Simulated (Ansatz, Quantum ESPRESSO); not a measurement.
# F-SiSi-F chair, 1 layer: the dipole at a withheld member of a series

Method. Quantum ESPRESSO 7.5, PBE, GBRV ultrasoft. Cell and atoms are relaxed without a field with a D3(BJ) correction and then held. Sawtooth field with dipole correction, 17 Å of vacuum in the starting cell, Fermi-Dirac smearing of 0.002 Ry; bands along a path at each field. The series steps the field along the normal.

```
field along the normal  dipole (e Å)
                 0 V/Å        0.0000
              0.05 V/Å        0.0122
               0.1 V/Å        0.0246
               0.2 V/Å        0.0491
               0.3 V/Å        0.0736
```

One more run was made and is withheld. What is the dipole at 0.4 V/Å?

By hand: The rows at 0.2 V/Å and 0.3 V/Å give a slope of (0.0736 − (0.0491))/(0.3 − (0.2)) = 0.245, so a straight line gives 0.0981 e Å. A parabola through these and the row at 0.1 V/Å gives 0.0981 e Å.

**The withheld run.** 0.0982 e Å. The line misses by −0.0001 and the parabola by −0.0001 e Å. Both misses are under 5 % of the step from the nearer row.

**Limits.** Ions are held; semilocal gaps are too small; in strong fields empty levels can belong to the vacuum; one stacking. Members without a usable value, or on the other side of zero field or charge, are not listed.

[Logs are printed without paths, hosts, clocks, repeated set-up lines and the standing remarks that a program may print on its own settings, such as how far it seeks lower states.]
